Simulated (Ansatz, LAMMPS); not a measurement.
# Elastic response of glassy 67SiO2-11B2O3-11CaO-11K2O (mol %) (143 atoms), part 3 of 4

How stiff is glassy 67SiO2-11B2O3-11CaO-11K2O (mol %) (143 atoms)?

Ansatz 0.2.0; Kohn-Sham DFT, PBE, PAW (set soft_2), plane waves.

The cell: 31 Si, 10 B, 5 Ca, 10 K and 87 O. The quench rate of 20 K/ps far exceeds what a furnace or splat quench reaches. The starting topology of bonds comes from the classical model. Only the Γ point is sampled.

So far. Step 7 (Volume -6 %): The relaxation converged after 17 steps, 2.63 eV below its start, with a largest force component of 0.045 eV/Å. Step 7 (Volume -6 %): Volume -6 %: the energy stands 0.923 eV above that of the reference, at a pressure of 2.55 GPa.

### 8. Volume +6 %

The relaxed cell is scaled to another volume.

File input.yaml:

```yaml
crystal:
  lattice:
    - [12.92355, 0.1535, 0.00709]
    - [0.1535, 12.68747, 0.45583]
    - [0.00709, 0.45583, 13.12524]
  atoms:
    [... the 143 atom lines of step 4 ...]
kpoints:
  mp_grid: { grid: [1, 1, 1] }
hamiltonian:
  xc: pbe
scf:
  occupations: { method: fixed }
output:
  forces: true
  eigenvalues: true
  stress: true
relax:
  f_tol: 0.05
  max_steps: 70
```

On the command line:

```sh
ansatz run input.yaml --threads 4 --pin off --max-ram 8192MiB --backend cpu --events-out ev --progress --plain --runs-dir out
```

Numbers of over 12 decimals in the logs are rounded to 6 here.

What it wrote:

```text
[...]
Crystal: 143 atoms, lattice volume = 2149.114 Å³
Basis set: ecut = 420 eV, 42039 PW (Γ), exchange–correlation on 180×180×180 points (8 copies of the dense FFT grid, shifted against one another)
Bands: 551, of which v1, the nominal top of the filled ones, is band 408 counted from 1 (407 counted from 0)
Symmetry: 1 space group operations
[...]
k-points: 1
[...]
SCF iter   1: F=—  HF=-95252.248950 eV  |F-HF|=—  |Δ(HF+E_count)|=         —  Δρ=1.98e-3  dr2=8.52e-2  ethr=1.77e-3  ⟨swp⟩=5.0  Hψ=1970  notcnv=0  defer=141
[...]
SCF iter   5: F=—  HF=-95252.282404 eV  |F-HF|=—  |Δ(HF+E_count)|=   9.14e-5  Δρ=9.89e-5  dr2=2.15e-4  ethr=8.45e-8  ⟨swp⟩=2.0  Hψ=743  notcnv=0  defer=141
SCF iter   6: F=-95252.282391 eV  HF=-95252.282398 eV  |F-HF|=6.41e-6  |Δ(HF+E_count)|=   5.71e-6  Δρ=3.67e-5  dr2=3.18e-5  ethr=7.66e-9  ⟨swp⟩=19.0  Hψ=4349  notcnv=0
SCF 1 converged in 6 iterations: F = -95252.282391 eV  dr2 = 3.18e-5
[...]
relax step   1: F+E_penalty+E_count = -95252.28239143 eV  Δ(F+E_penalty+E_count) = +0.000e0 eV  max|allowed force component| = 1.145e0 eV/Å  Δτ_max = 0.0000 Å  (6 SCF iters, dr2 threshold 6.25e-5 eV, accepted)
[...]
relax step   2: F+E_penalty+E_count = -95253.52434225 eV  Δ(F+E_penalty+E_count) = -1.242e0 eV  max|allowed force component| = 6.783e-1 eV/Å  Δτ_max = 0.1948 Å  (7 SCF iters, dr2 threshold 8.19e-5 eV, accepted)
[...]
relax step   3: F+E_penalty+E_count = -95254.15155593 eV  Δ(F+E_penalty+E_count) = -6.272e-1 eV  max|allowed force component| = 3.005e-1 eV/Å  Δτ_max = 0.1661 Å  (7 SCF iters, dr2 threshold 2.88e-5 eV, accepted)
relax step   4: F+E_penalty+E_count = -95254.27297882 eV  Δ(F+E_penalty+E_count) = -1.214e-1 eV  max|allowed force component| = 1.828e-1 eV/Å  Δτ_max = 0.2000 Å  (7 SCF iters, dr2 threshold 1.77e-5 eV, accepted)
relax step   5: F+E_penalty+E_count = -95254.33632816 eV  Δ(F+E_penalty+E_count) = -6.335e-2 eV  max|allowed force component| = 2.676e-1 eV/Å  Δτ_max = 0.1892 Å  (7 SCF iters, dr2 threshold 6.56e-6 eV, accepted)
relax step   6: F+E_penalty+E_count = -95254.36008252 eV  Δ(F+E_penalty+E_count) = -2.375e-2 eV  max|allowed force component| = 3.972e-1 eV/Å  Δτ_max = 0.1149 Å  (6 SCF iters, dr2 threshold 2.65e-5 eV, accepted)
relax step   7: F+E_penalty+E_count = -95254.39200553 eV  Δ(F+E_penalty+E_count) = -3.192e-2 eV  max|allowed force component| = 1.173e-1 eV/Å  Δτ_max = 0.2000 Å  (6 SCF iters, dr2 threshold 1.00e-4 eV, accepted)
relax step   8: F+E_penalty+E_count = -95254.40412182 eV  Δ(F+E_penalty+E_count) = -1.212e-2 eV  max|allowed force component| = 9.096e-2 eV/Å  Δτ_max = 0.0517 Å  (8 SCF iters, accepted)
relax step   9: F+E_penalty+E_count = -95254.41093098 eV  Δ(F+E_penalty+E_count) = -6.809e-3 eV  max|allowed force component| = 9.275e-2 eV/Å  Δτ_max = 0.0308 Å  (8 SCF iters, accepted)
relax step  10: F+E_penalty+E_count = -95254.38953637 eV  Δ(F+E_penalty+E_count) = +2.139e-2 eV  max|allowed force component| = 1.762e-1 eV/Å  Δτ_max = 0.2000 Å  (8 SCF iters, dr2 threshold 5.17e-6 eV, rejected (line search))
relax step  11: F+E_penalty+E_count = -95254.42115046 eV  Δ(F+E_penalty+E_count) = -1.022e-2 eV  max|allowed force component| = 7.824e-2 eV/Å  Δτ_max = 0.0691 Å  (9 SCF iters, accepted)
relax step  12: F+E_penalty+E_count = -95254.42239269 eV  Δ(F+E_penalty+E_count) = -1.242e-3 eV  max|allowed force component| = 9.086e-2 eV/Å  Δτ_max = 0.0331 Å  (6 SCF iters, dr2 threshold 4.36e-6 eV, accepted)
relax step  13: F+E_penalty+E_count = -95254.42412620 eV  Δ(F+E_penalty+E_count) = -1.734e-3 eV  max|allowed force component| = 6.936e-2 eV/Å  Δτ_max = 0.0236 Å  (5 SCF iters, dr2 threshold 5.87e-6 eV, accepted)
relax step  14: F+E_penalty+E_count = -95254.38102279 eV  Δ(F+E_penalty+E_count) = +4.310e-2 eV  max|allowed force component| = 2.405e-1 eV/Å  Δτ_max = 0.0795 Å  (7 SCF iters, dr2 threshold 2.80e-6 eV, rejected (line search))
[...]
relax step  15: F+E_penalty+E_count = -95254.42644546 eV  Δ(F+E_penalty+E_count) = -2.319e-3 eV  max|allowed force component| = 2.996e-2 eV/Å  Δτ_max = 0.0158 Å  (9 SCF iters, accepted)
SCF converged after 9 iterations
Free energy (F): -95254.426445 eV
[...]
Internal energy: -95254.426445 eV  (E = F + TS)
E sigma→0 (E₀):  -95254.426445 eV
Fermi energy:    3.194533 eV
[...]
Σ components = -95254.426445   (vs F -95254.426445, Δ=0.00e0)
--- Forces (eV/Å), atoms counted from 1 ---
  atom   1  Si     0.00106734     0.00556513    -0.00048446
  atom   2  Si    -0.00091404    -0.00991273    -0.00776282
  atom   3  Si    -0.01559365    -0.00376099    -0.00162120
  atom   4  Si    -0.00498617    -0.00609508    -0.00249299
[...]
atom 143  O      0.00055794     0.00273915    -0.00052566
  max |Σ_I F_I| component: 6.41e-5 eV/Å
--- Stress (GPa, compression-positive) ---
       -1.858528       0.097122       0.162875
        0.097120      -2.181246      -0.034884
        0.162876      -0.034884      -1.781086
  P = ⅓ Tr σ = -1.9403 GPa (-19.403 kbar)
--- Band table (eV) ---
[...]
--- Relaxed structure (15 steps of the walk, 13 accepted, 0 SCFs on fresh bases) ---
  F+E_penalty+E_count = -95254.42644546 eV   max|allowed force component| = 2.996e-2 eV/Å
  atoms:
    - { symbol: Si, position: [0.487958, 0.515265, 0.567533] }
    - { symbol: Si, position: [0.679895, 0.394619, 0.476117] }
    - { symbol: Si, position: [0.593519, 0.153207, 0.994494] }
    - { symbol: Si, position: [0.455016, 0.332356, 0.098476] }
[...]
- { symbol: O, position: [0.230645, 0.509819, 0.267717] }
```

Elapsed: 6.4 min, on 4 threads of Intel Xeon Platinum 8488C (Sapphire Rapids), shared host; peak memory 3.3 GiB.

The relaxation converged after 15 steps, 2.14 eV below its start, with a largest force component of 0.030 eV/Å.

Volume +6 %: the energy stands 0.744 eV above that of the reference, at a pressure of -1.94 GPa.

### 9. Volume -10 %

The relaxed cell is scaled to another volume.

input.yaml, the sections that differ from step 8:

```yaml
crystal:
  lattice:
    - [12.23754, 0.14535, 0.00671]
    - [0.14535, 12.01399, 0.43163]
    - [0.00671, 0.43163, 12.42852]
  atoms:
    [... the 143 atom lines of step 4 ...]
# kpoints, hamiltonian, scf, output, relax: as in step 8
```

What it wrote:

```text
Warning: output.stress: scf.convergence.dr2_threshold = 1e-7 eV (the SCF's general default) is looser than the 1.08e-8 eV advised for a printed stress (1e-10 eV for each atom of the cell: 143, of which 108 are counted). What an SCF threshold leaves in a stress goes as its square root, and in the free energy as the threshold itself, and one threshold admits the most on a small cell: [...]
[...]
Pseudopotentials: kind: paw
Pseudopotential: Si, paw, valence charge 4, recommended cutoff 420 eV (normal), Si.paw.azcp
Pseudopotential: B, paw, valence charge 3, recommended cutoff 420 eV (normal), B.paw.azcp
Pseudopotential: Ca, paw, valence charge 10, recommended cutoff 420 eV (normal), Ca.paw.azcp
Pseudopotential: K, paw, valence charge 9, recommended cutoff 420 eV (normal), K.paw.azcp
Pseudopotential: O, paw, valence charge 6, recommended cutoff 420 eV (normal), O.paw.azcp
[... 5 lines on functional and potentials left out ...]
Crystal: 143 atoms, lattice volume = 1824.720 Å³
Basis set: ecut = 420 eV, 35645 PW (Γ), exchange–correlation on 180×162×180 points (8 copies of the dense FFT grid, shifted against one another)
Bands: 551, of which v1, the nominal top of the filled ones, is band 408 counted from 1 (407 counted from 0)
Symmetry: 1 space group operations
Space group: P1 (ITA 1), of the structure as read, at distance tolerance 1.2e-4 Å
k-points: 1
[... 11 lines on functional and potentials left out ...]
Initial density: superposition of atomic densities (neutral atoms: chi_scale 0, normalization atom), corrected by the library's trained network
Initial wavefunctions: pseudopotential atomic-orbital guess
[...]
SCF iter   1: F=—  HF=-95244.525736 eV  |F-HF|=—  |Δ(HF+E_count)|=         —  Δρ=2.44e-3  dr2=1.14e-1  ethr=1.77e-3  ⟨swp⟩=4.0  Hψ=2121  notcnv=0  defer=140
preconditioner: auto → Resta (q_TF=auto, 2.386 Å⁻¹)  ε∞=3.1  [insulator: Δε(μ)=3.900 eV  Ē_g=16.908 eV  n_scr=430 (ndim 8)  ℏωp=24.4 eV  f_vac=0.152  ε∞_Penn≈3.1]
[...]
SCF iter   5: F=—  HF=-95244.546524 eV  |F-HF|=—  |Δ(HF+E_count)|=   8.85e-5  Δρ=1.01e-4  dr2=1.74e-4  ethr=7.32e-8  ⟨swp⟩=2.0  Hψ=722  notcnv=0  defer=141
SCF iter   6: F=-95244.546511 eV  HF=-95244.546513 eV  |F-HF|=1.83e-6  |Δ(HF+E_count)|=   1.05e-5  Δρ=2.73e-5  dr2=1.61e-5  ethr=7.66e-9  ⟨swp⟩=21.0  Hψ=4275  notcnv=0
SCF 1 converged in 6 iterations: F = -95244.546511 eV  dr2 = 1.61e-5
[...]
relax step   1: F+E_penalty+E_count = -95244.54651132 eV  Δ(F+E_penalty+E_count) = +0.000e0 eV  max|allowed force component| = 2.504e0 eV/Å  Δτ_max = 0.0000 Å  (6 SCF iters, dr2 threshold 6.25e-5 eV, accepted)
[...]
relax step   2: F+E_penalty+E_count = -95248.95754477 eV  Δ(F+E_penalty+E_count) = -4.411e0 eV  max|allowed force component| = 1.311e0 eV/Å  Δτ_max = 0.1919 Å  (7 SCF iters, dr2 threshold 1.00e-4 eV, accepted)
[...]
relax step   5: F+E_penalty+E_count = -95252.05162406 eV  Δ(F+E_penalty+E_count) = -2.589e-1 eV  max|allowed force component| = 4.168e-1 eV/Å  Δτ_max = 0.1891 Å  (7 SCF iters, dr2 threshold 4.20e-5 eV, accepted)
[...]
relax step  10: F+E_penalty+E_count = -95252.35783036 eV  Δ(F+E_penalty+E_count) = -3.793e-2 eV  max|allowed force component| = 1.818e-1 eV/Å  Δτ_max = 0.2000 Å  (8 SCF iters, dr2 threshold 5.97e-6 eV, accepted)
[...]
relax step  15: F+E_penalty+E_count = -95252.42211089 eV  Δ(F+E_penalty+E_count) = +1.505e-2 eV  max|allowed force component| = 1.822e-1 eV/Å  Δτ_max = 0.2000 Å  (6 SCF iters, dr2 threshold 1.00e-4 eV, rejected (line search))
[...]
relax step  17: F+E_penalty+E_count = -95252.45974688 eV  Δ(F+E_penalty+E_count) = -2.442e-3 eV  max|allowed force component| = 7.873e-2 eV/Å  Δτ_max = 0.0614 Å  (8 SCF iters, accepted)
Step cancelled. What follows is not a result of the run: it is the report of the last solve that finished, which converged after 8 SCF iterations.
Free energy (F): -95252.459747 eV
Harris-Foulkes:  -95252.459747 eV  (|F-HF|=2.23e-8)
Internal energy: -95252.459747 eV  (E = F + TS)
E sigma→0 (E₀):  -95252.459747 eV
Fermi energy:    4.699839 eV
--- Per-component energies (eV) ---
[...]
Σ components = -95252.459747   (vs F -95252.459747, Δ=0.00e0)
--- Forces (eV/Å), atoms counted from 1 ---
  atom   1  Si     0.01166732    -0.00767003     0.01011128
  atom   2  Si    -0.01833255    -0.00556658    -0.01008314
  atom   3  Si     0.01365759    -0.04238123     0.01097802
  atom   4  Si     0.01322989     0.00761427    -0.00353728
[...]
atom 143  O     -0.00782929    -0.00026899    -0.00271735
  max |Σ_I F_I| component: 6.93e-5 eV/Å
--- Stress (GPa, compression-positive) ---
        3.933031       0.009469      -0.530912
        0.009475       5.030087       0.044635
       -0.530913       0.044638       4.643768
  P = ⅓ Tr σ = 4.5356 GPa (45.356 kbar)
--- Band table (eV) ---
  k-point 0: bands = ["-34.1072", "-33.9839", "-33.8351", "-33.7744", [... 535 levels ...], "14.2475", "14.2709", "14.2997", "14.3206", "14.3431", "14.3944", "14.3996", "14.4028", "14.4512", "14.4719", "14.4852", "14.5046"]
End of that report.
Error: SIGTERM received: cancelled by the caller after 17 completed ionic steps
```

Elapsed: 6.3 min, on 4 threads; peak memory 2.9 GiB.

The relaxation was stopped at its limit after 17 steps, 7.91 eV below its start, with a largest force component of 0.079 eV/Å.

Volume -10 %: the energy stands 2.71 eV above that of the reference.

### 10. Stretched by 1 % along x

The relaxed cell is strained along x alone, which gives the stiffness along x and its coupling to y and z.

input.yaml, the sections that differ from step 9:

```yaml
crystal:
  lattice:
    - [12.80171, 0.15055, 0.00695]
    - [0.15206, 12.44342, 0.44706]
    - [0.00702, 0.44706, 12.87277]
  atoms:
    [... the 143 atom lines of step 4 ...]
# kpoints, hamiltonian, scf, output, relax: as in step 9
```

What it wrote:

```text
[...]
Crystal: 143 atoms, lattice volume = 2047.741 Å³
Basis set: ecut = 420 eV, 40039 PW (Γ), exchange–correlation on 180×180×180 points (8 copies of the dense FFT grid, shifted against one another)
Bands: 551, of which v1, the nominal top of the filled ones, is band 408 counted from 1 (407 counted from 0)
Symmetry: 1 space group operations
[...]
k-points: 1
[...]
SCF iter   1: F=—  HF=-95254.971845 eV  |F-HF|=—  |Δ(HF+E_count)|=         —  Δρ=2.03e-3  dr2=8.44e-2  ethr=1.77e-3  ⟨swp⟩=5.0  Hψ=1984  notcnv=0  defer=141
[...]
SCF iter   5: F=—  HF=-95254.999827 eV  |F-HF|=—  |Δ(HF+E_count)|=   6.65e-5  Δρ=9.57e-5  dr2=1.95e-4  ethr=7.92e-8  ⟨swp⟩=2.0  Hψ=740  notcnv=0  defer=141
SCF iter   6: F=-95254.999814 eV  HF=-95254.999821 eV  |F-HF|=7.38e-6  |Δ(HF+E_count)|=   5.31e-6  Δρ=3.49e-5  dr2=2.78e-5  ethr=7.66e-9  ⟨swp⟩=22.0  Hψ=4244  notcnv=0
SCF 1 converged in 6 iterations: F = -95254.999814 eV  dr2 = 2.78e-5
[...]
relax step   1: F+E_penalty+E_count = -95254.99981400 eV  Δ(F+E_penalty+E_count) = +0.000e0 eV  max|allowed force component| = 4.413e-1 eV/Å  Δτ_max = 0.0000 Å  (6 SCF iters, dr2 threshold 6.25e-5 eV, accepted)
[...]
relax step   2: F+E_penalty+E_count = -95255.08049221 eV  Δ(F+E_penalty+E_count) = -8.068e-2 eV  max|allowed force component| = 2.500e-1 eV/Å  Δτ_max = 0.0621 Å  (7 SCF iters, dr2 threshold 1.22e-5 eV, accepted)
[...]
relax step   3: F+E_penalty+E_count = -95255.11787878 eV  Δ(F+E_penalty+E_count) = -3.739e-2 eV  max|allowed force component| = 9.745e-2 eV/Å  Δτ_max = 0.0559 Å  (7 SCF iters, dr2 threshold 3.91e-6 eV, accepted)
relax step   4: F+E_penalty+E_count = -95255.12393769 eV  Δ(F+E_penalty+E_count) = -6.059e-3 eV  max|allowed force component| = 8.797e-2 eV/Å  Δτ_max = 0.0291 Å  (8 SCF iters, accepted)
[...]
relax step   5: F+E_penalty+E_count = -95255.12692870 eV  Δ(F+E_penalty+E_count) = -2.991e-3 eV  max|allowed force component| = 4.498e-2 eV/Å  Δτ_max = 0.0085 Å  (7 SCF iters, accepted)
SCF converged after 7 iterations
Free energy (F): -95255.126929 eV
[...]
Internal energy: -95255.126929 eV  (E = F + TS)
E sigma→0 (E₀):  -95255.126929 eV
Fermi energy:    3.625771 eV
[...]
Σ components = -95255.126929   (vs F -95255.126929, Δ=0.00e0)
--- Forces (eV/Å), atoms counted from 1 ---
  atom   1  Si    -0.00235722     0.00498883     0.00812765
  atom   2  Si    -0.01515694    -0.02993528    -0.01942777
  atom   3  Si     0.03550408     0.01393514    -0.00197176
  atom   4  Si     0.02565680     0.03300996     0.04262742
[...]
atom 143  O     -0.01413513    -0.00854858    -0.00375189
  max |Σ_I F_I| component: 2.13e-5 eV/Å
--- Stress (GPa, compression-positive) ---
       -0.755916      -0.025701       0.003377
       -0.025704      -0.262130       0.075506
        0.003376       0.075505      -0.186679
  P = ⅓ Tr σ = -0.4016 GPa (-4.016 kbar)
--- Band table (eV) ---
[...]
--- Relaxed structure (5 steps of the walk, 5 accepted, 0 SCFs on fresh bases) ---
  F+E_penalty+E_count = -95255.12692870 eV   max|allowed force component| = 4.498e-2 eV/Å
  atoms:
    - { symbol: Si, position: [0.487156, 0.513048, 0.568735] }
    - { symbol: Si, position: [0.676824, 0.393222, 0.477739] }
    - { symbol: Si, position: [0.594071, 0.152012, 0.988148] }
    - { symbol: Si, position: [0.453567, 0.329435, 0.094926] }
[...]
- { symbol: O, position: [0.232834, 0.512465, 0.267485] }
```

Elapsed: 2 min, on 4 threads; peak memory 3.2 GiB.

The relaxation converged after 5 steps, 0.127 eV below its start, with a largest force component of 0.045 eV/Å.

Stretched by 1 % along x: the energy stands 0.0439 eV above that of the reference, at a pressure of -0.402 GPa.

(Part 3 of 4 ends here.)

[Logs are printed without paths, hosts, clocks, repeated set-up lines and the standing remarks that a program may print on its own settings, such as how far it seeks lower states.]

[Hosts, paths, dates, database ids (printed as entryN), source tags and the programs' standing remarks are cut or masked in the printed files.]
